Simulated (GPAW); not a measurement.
# W2CCl2 MXene monolayer: simulated STM images

Aim: Tersoff-Hamann images of W2CCl2 MXene monolayer at several biases.

Main program and level: GPAW 26.7.0; GPAW, PAW setups; layer in a repeated cell with vacuum, relaxation of atoms and in-plane cell, in the first sound run; inputs show where later runs differ.

## 1. The starting structure

The cell holds 5 atoms: 2 Cl, 2 W and 1 C. Cell: a = 3.125 Å, b = 3.125 Å, c = 21.863 Å, α = 90.0°, β = 90.0°, γ = 120.0°. Vacuum lies along c.

## 2. Relaxation

The atoms are relaxed first, since the surface dipole, and with it the work function, follows the positions of the outer layers.

The input, run.py:

```python
import json
import numpy as np
from ase import Atoms
from ase.filters import FrechetCellFilter
from ase.optimize import BFGS
from gpaw import GPAW, PW

slab = Atoms(
    ['Cl', 'W', 'C', 'W', 'Cl'],
    positions=[
        [-0.00000, 1.80446, 8.00000],
        [1.56270, 0.90223, 9.69836],
        [0.00000, 0.00000, 10.93156],
        [-0.00000, 1.80446, 12.16477],
        [1.56270, 0.90223, 13.86312]],
    cell=[[3.12541, 0.0, 0.0], [-1.5627, 2.70668, 0.0], [0.0, 0.0, 21.8631]],
    pbc=[True, True, True])

slab.calc = GPAW(mode=PW(600), xc='PBE', kpts={'size': (12, 12, 1), 'gamma': True},
                 occupations={'name': 'fermi-dirac', 'width': 0.05}, nbands='160%',
                 convergence={'density': 1e-05}, maxiter=200,
                 symmetry={'tolerance': 1e-3}, txt='slab.txt')
result = {}
# The in-plane cell is free; stress needs a cell that repeats along all three vectors
path = []
opt = BFGS(FrechetCellFilter(slab, mask=[1, 1, 0, 0, 0, 1]), maxstep=0.2)
opt.attach(lambda: path.append((slab.get_potential_energy(), slab.positions.tolist(), slab.get_forces().tolist())))
result['relaxed'] = bool(opt.run(fmax=0.02, steps=45))
result['path'] = path
result['cell'] = slab.cell.tolist()
print('in-plane lattice', slab.cell.cellpar().round(4)[[0, 1, 5]])
energy = slab.get_potential_energy()
fermi = slab.calc.get_fermi_level()
v = slab.calc.get_electrostatic_potential().mean((0, 1)) - fermi
n = slab.calc.get_pseudo_density().mean((0, 1))
L = slab.cell[2, 2]
z = np.arange(len(v)) * L / len(v)
low, high = slab.positions[:, 2].min(), slab.positions[:, 2].max()
below, above = np.interp([low - 5.8, high + 5.8], z, v)
slopes = [np.interp(x, z, np.gradient(v, z)) for x in (low - 5.8, high + 5.8)]
eps = np.array([[slab.calc.get_eigenvalues(k, s) for k in range(len(slab.calc.get_ibz_k_points()))]
                for s in range(slab.calc.get_number_of_spins())]) - fermi
top, bottom = eps[eps < 0].max(), eps[eps > 0].min()
dipole = slab.get_dipole_moment()[2]
print(f'energy {energy:.4f} eV, Fermi level {fermi:.4f} eV, dipole {dipole:.5f} e A')
print(f'potential 5.8 A off the faces, from the Fermi level: lower {below:.4f} eV, upper {above:.4f} eV')
print(f'slope of the potential there: lower {slopes[0]:.5f}, upper {slopes[1]:.5f} eV/A')
print(f'nearest levels on the mesh: {top:.4f} and {bottom:.4f} eV')
print('magnetic moment', round(slab.get_magnetic_moment(), 3))
result.update(energy=energy, fermi=fermi, dipole=dipole, below=below, above=above, slopes=slopes, edges=[top, bottom],
              z=z.tolist(), v=v.tolist(), n=n.tolist(), positions=slab.positions.tolist(),
              forces=slab.get_forces(apply_constraint=False).tolist(), moments=slab.get_magnetic_moments().tolist())
json.dump(result, open('result.json', 'w'))
```

Launch:

```
OMP_NUM_THREADS=1 OPENBLAS_NUM_THREADS=1 python run.py
```

The log of the run:

```text
Step          Energy          fmax
BFGS:    0      -35.563499        1.837653
BFGS:    1      -35.727642        1.743349
BFGS:    2      -36.054966        3.207172
BFGS:    3      -36.234312        2.047673
BFGS:    4      -36.376602        0.753637
BFGS:    5      -36.406198        0.731651
BFGS:    6      -36.476000        0.701754
BFGS:    7      -36.620031        0.989340
BFGS:    8      -36.774029        0.974639
BFGS:    9      -36.817365        0.842047
BFGS:   10      -36.912185        1.070665
BFGS:   11      -36.918516        0.369932
BFGS:   12      -36.937507        0.191083
BFGS:   13      -36.939957        0.177082
BFGS:   14      -36.940764        0.045676
BFGS:   15      -36.940800        0.001512
in-plane lattice [  3.3788   3.3788 120.    ]
energy -36.9323 eV, Fermi level 1.2225 eV, dipole 0.00051 e A
potential 5.8 A off the faces, from the Fermi level: lower 4.0334 eV, upper 4.0317 eV
slope of the potential there: lower 0.00034, upper 0.00035 eV/A
nearest levels on the mesh: -0.0411 and 0.0764 eV
magnetic moment 0.0
```

Run time: 30 min. Hardware: 1 thread of Arm Neoverse V1, shared host; peak memory 0.63 GiB.

This step gave:

```
dipole along the normal                    : 5.10e-4 e·Å
levels nearest the Fermi level on the mesh : -0.04114, 0.07643 eV from the Fermi level
```

Table of electrostatic potential energy of an electron (without an applied field's), less the Fermi level, planar mean by z:

z (Å), electrostatic potential energy of an electron (without an applied field's), less the Fermi level, planar mean (eV) and a bar from the least value:
```
      0.0        4.0 ##############################
      0.5        4.0 ##############################
      1.0        4.0 ##############################
      1.5        4.0 ##############################
      2.0        4.0 ##############################
      2.5        4.0 ##############################
      3.0        4.0 ##############################
      3.5        4.0 ##############################
      4.0        4.0 ##############################
      4.5        4.0 ##############################
      5.0        4.0 ##############################
      5.5        4.0 ##############################
      6.0        4.0 ##############################
      6.5        3.9 ##############################
      7.0        3.3 #############################
      7.5       -0.1 #########################
      8.0      -13.3 ##########
      8.5      -11.4 ############
      9.0       -4.0 #####################
      9.5      -11.5 ############
     10.0      -21.9 
     10.5      -15.8 #######
     11.0      -15.9 #######
     11.5      -17.9 #####
     12.0      -20.6 ##
     12.5       -8.3 ################
     13.0       -4.3 ####################
     13.5      -15.3 ########
     14.0       -8.7 ###############
     14.5        1.4 ###########################
     15.0        3.5 #############################
     15.5        3.9 ##############################
     16.0        4.0 ##############################
     16.5        4.0 ##############################
     17.0        4.0 ##############################
     17.5        4.0 ##############################
     18.0        4.0 ##############################
     18.5        4.0 ##############################
     19.0        4.0 ##############################
     19.5        4.0 ##############################
     20.0        4.0 ##############################
     20.5        4.0 ##############################
     21.0        4.0 ##############################
     21.5        4.0 ##############################
```

The pseudo valence density, planar mean oscillates, so the rows of the table below give means over windows of 1.4 Å about each position, cut where the curve ends. Its maxima inside the range that stand out by 2 % of the span (Å: e/Å³): 8.6: 0.501, 10.0: 1.38, 11.9: 1.38, 13.3: 0.501. Its minima: 9.1: 0.316, 11.0: 0.737, 12.8: 0.316.

The pseudo valence density, planar mean by z; means over each step:

| z (Å) | pseudo valence density, planar mean (e/Å³) |
| --- | --- |
| 4.90 | 1.0e-4 |
| 6.30 | 0.0104 |
| 7.70 | 0.315 |
| 9.10 | 0.499 |
| 10.50 | 0.981 |
| 11.90 | 0.943 |
| 13.30 | 0.427 |
| 14.70 | 0.146 |
| 16.10 | 0.00167 |
| 17.50 | 1.9e-5 |

The relaxation lowered the energy of the cell by 1.38 eV (energies extrapolated to zero smearing; the optimiser's log prints free energies). The largest force left on a free atom is 0.0015 eV/Å.

## 3. Plane waves, PBE

With the geometry fixed, the planar mean of the potential gives the vacuum level on each side.

This step: GPAW, PAW setups; slab in vacuum (GPAW 26.7.0).

The cell differs from the one that the last finished run ended in (c 21.863 → 21.452 Å).

The input, run.py:

```python
import json
import numpy as np
from ase import Atoms
from ase.dft.stm import STM
from gpaw import GPAW, PW

slab = Atoms(
    ['Cl', 'W', 'C', 'W', 'Cl'],
    positions=[
        [-0.00000, 1.95075, 8.00000],
        [1.68939, 0.97538, 9.80856],
        [0.00000, 0.00000, 10.72621],
        [-0.00000, 1.95075, 11.64387],
        [1.68939, 0.97538, 13.45242]],
    cell=[[3.37879, -0.0, 0.0], [-1.68939, 2.92612, 0.0], [0.0, 0.0, 21.4524]],
    pbc=[True, True, False])

slab.calc = GPAW(mode=PW(500), xc='PBE', kpts={'size': (12, 12, 1), 'gamma': True},
                 occupations={'name': 'fermi-dirac', 'width': 0.05}, nbands='160%',
                 convergence={'density': 1e-05}, maxiter=200,
                 poissonsolver={'dipolelayer': 'xy'},
                 symmetry={'tolerance': 1e-3}, txt='slab.txt')
result = {}
energy = slab.get_potential_energy()
fermi = slab.calc.get_fermi_level()
v = slab.calc.get_electrostatic_potential().mean((0, 1)) - fermi
n = slab.calc.get_pseudo_density().mean((0, 1))
L = slab.cell[2, 2]
z = np.arange(len(v)) * L / len(v)
low, high = slab.positions[:, 2].min(), slab.positions[:, 2].max()
below, above = np.interp([low - 5.8, high + 5.8], z, v)
slopes = [np.interp(x, z, np.gradient(v, z)) for x in (low - 5.8, high + 5.8)]
eps = np.array([[slab.calc.get_eigenvalues(k, s) for k in range(len(slab.calc.get_ibz_k_points()))]
                for s in range(slab.calc.get_number_of_spins())]) - fermi
top, bottom = eps[eps < 0].max(), eps[eps > 0].min()
dipole = slab.get_dipole_moment()[2]
print(f'energy {energy:.4f} eV, Fermi level {fermi:.4f} eV, dipole {dipole:.5f} e A')
print(f'potential 5.8 A off the faces, from the Fermi level: lower {below:.4f} eV, upper {above:.4f} eV')
print(f'slope of the potential there: lower {slopes[0]:.5f}, upper {slopes[1]:.5f} eV/A')
print(f'nearest levels on the mesh: {top:.4f} and {bottom:.4f} eV')
print('magnetic moment', round(slab.get_magnetic_moment(), 3))
result.update(energy=energy, fermi=fermi, dipole=dipole, below=below, above=above, slopes=slopes, edges=[top, bottom],
              z=z.tolist(), v=v.tolist(), n=n.tolist(), positions=slab.positions.tolist(),
              forces=slab.get_forces(apply_constraint=False).tolist(), moments=slab.get_magnetic_moments().tolist())

# Images need the states of the whole zone, up to time reversal
slab.calc = slab.calc.fixed_density(symmetry={'point_group': False}, txt='states.txt', nbands='250%',
                                    convergence={'bands': 'CBM+1.3'})
stm = STM(slab)
result['stm'] = []
for bias in [-1.0, 1.0]:
    height = high + 3.5
    current = stm.get_averaged_current(bias, height)
    x, y, h = stm.scan(bias, current)
    i, f = divmod(height / L * stm.ldos.shape[2], 1)
    I = abs((1 - f) * stm.ldos[:, :, int(i)] + f * stm.ldos[:, :, int(i) + 1])
    print(f'bias {bias} V: mean current at 3.5 A {current:.4e}, corrugation {np.ptp(h):.4f} A')
    result['stm'].append(dict(bias=bias, current=current, h=(h - high).tolist(), I=I.tolist()))
json.dump(result, open('result.json', 'w'))
```

The log of the run:

```text
energy -36.9045 eV, Fermi level 1.3230 eV, dipole 0.00049 e A
potential 5.8 A off the faces, from the Fermi level: lower 4.0365 eV, upper 4.0289 eV
slope of the potential there: lower 0.00001, upper -0.00001 eV/A
nearest levels on the mesh: -0.0412 and 0.0764 eV
magnetic moment 0.0
bias -1.0 V: mean current at 3.5 A 3.7243e-06, corrugation 0.1034 A
bias 1.0 V: mean current at 3.5 A 1.3674e-05, corrugation 0.0764 A
```

It took 7.8 min on 1 thread; peak memory 0.8 GiB.

Numbers from this step:

* dipole along the normal: 4.91e-4 e·Å
* levels nearest the Fermi level on the mesh: -0.04117, 0.07643 eV from the Fermi level
* upper work function: 4.029 eV
* lower work function: 4.036 eV
* corrugation -1: 0.1034 Å
* corrugation 1: 0.07640 Å

The electrostatic potential energy of an electron (without an applied field's), less the Fermi level, planar mean oscillates, so the rows of the table below give means over windows of 1 Å about each position, cut where the curve ends. Its maxima inside the range that stand out by 2 % of the span (Å: eV): 8.8: -3.98, 10.4: -14.8, 11.0: -14.8, 12.6: -3.98. Its minima: 8.0: -17.3, 9.9: -22.0, 10.7: -16.1, 11.6: -22.0, 13.4: -17.4.

The electrostatic potential energy of an electron (without an applied field's), less the Fermi level, planar mean by z; means over each step:

| z (Å) | electrostatic potential energy of an electron (without an applied field's), less the Fermi level, planar mean (eV) |
| --- | --- |
| 0 | 4.04 |
| 1 | 4.04 |
| 2 | 4.04 |
| 3 | 4.04 |
| 4 | 4.04 |
| 5 | 4.03 |
| 6 | 3.95 |
| 7 | 1.65 |
| 8 | -12.0 |
| 9 | -7.70 |
| 10 | -18.8 |
| 11 | -16.5 |
| 12 | -15.0 |
| 13 | -9.13 |
| 14 | -4.79 |
| 15 | 3.65 |
| 16 | 4.01 |
| 17 | 4.03 |
| 18 | 4.03 |
| 19 | 4.03 |
| 20 | 4.03 |
| 21 | 4.03 |

The pseudo valence density, planar mean oscillates, so the rows of the table below give means over windows of 1.53 Å about each position, cut where the curve ends. Its maxima inside the range that stand out by 2 % of the span (Å: e/Å³): 8.2: 0.505, 9.8: 1.39, 11.7: 1.39, 13.2: 0.505. Its minima: 9.0: 0.326, 10.7: 0.734, 12.5: 0.326.

The pseudo valence density, planar mean by z; means over each step:

z (Å), pseudo valence density, planar mean (e/Å³) and a bar:
```
     3.82       0.00 
     5.35       0.00 
     6.88       0.13 ####
     8.41       0.42 #############
     9.95       0.96 ##############################
    11.47       0.96 ##############################
    13.00       0.43 #############
    14.53       0.14 ####
    16.06       0.00 
    17.59       0.00
```

Tip height over the top atom over a1 and a2. Sample bias -1 V, constant current at the mean current 3.5 Å over the top atom.

Ten even steps from '0' (3.46 Å) to '9' (3.56 Å):
```
001122233332221100
111111111111111111
111111000011111111
221100000001122222
321100000011233333
322000000022344544
431000000134556655
431000001345677765
431000013467788776
431101134678898876
421111245789999875
321112356789998765
321123457899998754
211123467889887643
111123567788776532
101123456777654321
001123455665543211
001123344444332110
```
Columns: a1 from 0 to 0.944; rows upwards: a2 from 0 to 0.944.

Local density of states summed over the bias window over a1 and a2. Sample bias -1 V, constant height 3.5 Å over the top atom.

Ten even steps from '0' (3.40 × 1e-6 arbitrary) to '9' (4.41 × 1e-6 arbitrary):
```
000112222222211000
001111111111111000
111110000001111111
111100000001111111
221000000001222332
321000000012334443
321000000123455554
321000001235667665
421000012456788765
321000123568888865
321111235689999865
321112346789998764
211112356889988653
111112457889887542
100113456788765431
000113456666654311
000112345555432110
000112333433321100
```
Columns: a1 from 0 to 0.944; rows upwards: a2 from 0 to 0.944.

Tip height over the top atom over a1 and a2. Sample bias 1 V, constant current at the mean current 3.5 Å over the top atom.

Ten even steps from '_' (3.469 Å) to '@' (3.546 Å):
```
______..::::------------::::..______
____....::::::::::::::::::....______
....................................
::::::......______......::::::::::::
::::::....________....::::::--------
----::..__________..::----====++====
==--::..________..::--==++********++
==--::..______..::--==**##########**
++--::........::--++**##%%%%%%%%##**
==--::......::--==**##%%@@@@@@%%##**
==--::....::--==**##%%@@@@@@@@%%##**
--::::..::::--++##%%@@@@@@@@@@%%##++
::::....::::==**##%%@@@@@@@@%%##**==
::......::--==**##%%@@@@@@%%##**==--
..____..::--++**##%%%%%%%%##**++--::
______..::--==**##########**==--::..
______..::--==++********++==--::..__
______..::::--====++====--::::..____
```
Columns: a1 from 0 to 0.944; rows upwards: a2 from 0 to 0.944.

Local density of states summed over the bias window over a1 and a2. Sample bias 1 V, constant height 3.5 Å over the top atom.

Values in units of 1e-5 arbitrary, 12 rows by 16 columns, each cell a mean:
```
1.3 1.3 1.3 1.3 1.3 1.3 1.3 1.3 1.3 1.3 1.3 1.3 1.3 1.3 1.3 1.3
1.3 1.3 1.3 1.3 1.3 1.3 1.3 1.3 1.3 1.3 1.3 1.3 1.3 1.3 1.3 1.3
1.3 1.3 1.3 1.3 1.3 1.3 1.3 1.3 1.3 1.3 1.3 1.3 1.3 1.3 1.3 1.3
1.4 1.3 1.3 1.3 1.3 1.3 1.3 1.3 1.3 1.3 1.3 1.4 1.4 1.4 1.4 1.4
1.4 1.4 1.3 1.3 1.3 1.3 1.3 1.3 1.3 1.4 1.4 1.4 1.4 1.4 1.4 1.4
1.4 1.4 1.3 1.3 1.3 1.3 1.3 1.3 1.4 1.4 1.5 1.5 1.5 1.5 1.5 1.4
1.4 1.3 1.3 1.3 1.3 1.3 1.4 1.4 1.4 1.5 1.5 1.5 1.5 1.5 1.5 1.4
1.4 1.3 1.3 1.3 1.3 1.4 1.4 1.4 1.5 1.5 1.5 1.5 1.5 1.5 1.5 1.4
1.3 1.3 1.3 1.3 1.3 1.4 1.4 1.5 1.5 1.5 1.5 1.5 1.5 1.5 1.4 1.4
1.3 1.3 1.3 1.3 1.3 1.4 1.4 1.5 1.5 1.5 1.5 1.5 1.5 1.4 1.4 1.3
1.3 1.3 1.3 1.3 1.3 1.4 1.4 1.4 1.4 1.5 1.4 1.4 1.4 1.4 1.3 1.3
1.3 1.3 1.3 1.3 1.3 1.4 1.4 1.4 1.4 1.4 1.4 1.4 1.3 1.3 1.3 1.3
```
Columns: a1 from 0 to 0.944; rows upwards: a2 from 0 to 0.944.

The potential is flat to 1.2e-5 eV/Å where it is read, so the vacuum is wide enough.

## 4. What came out

```
work function, upper and lower face : 4.029 and 4.036 eV
dipole along the normal             : 4.9e-4 e Å
corrugation at -1 V                 : 0.103 Å
corrugation at 1 V                  : 0.0764 Å
```

What this shows: The corrugation at constant current is largest at -1 V, where the tip height varies by 0.10 Å over the cell. Negative sample bias images filled states, positive bias empty ones. The images are of Tersoff-Hamann type: an s-wave tip, no tip-sample forces, heights closer than in a microscope. The starting lattice was a guess from atomic radii; the relaxation moved it by 8 %. The small printed dipole stands for a step of -9.0 meV from the lower to the upper face, and the probes find -7.5 meV; values this small are near the numerical noise of both. The layer's cell and atoms come from the relaxation; spin-orbit coupling and temperature are left out.

[Logs are printed without paths, hosts, clocks, repeated set-up lines and the standing remarks that a program may print on its own settings, such as how far it seeks lower states.]

[Hosts, paths, dates, database ids (printed as entryN), source tags and the programs' standing remarks are cut or masked in the printed files.]
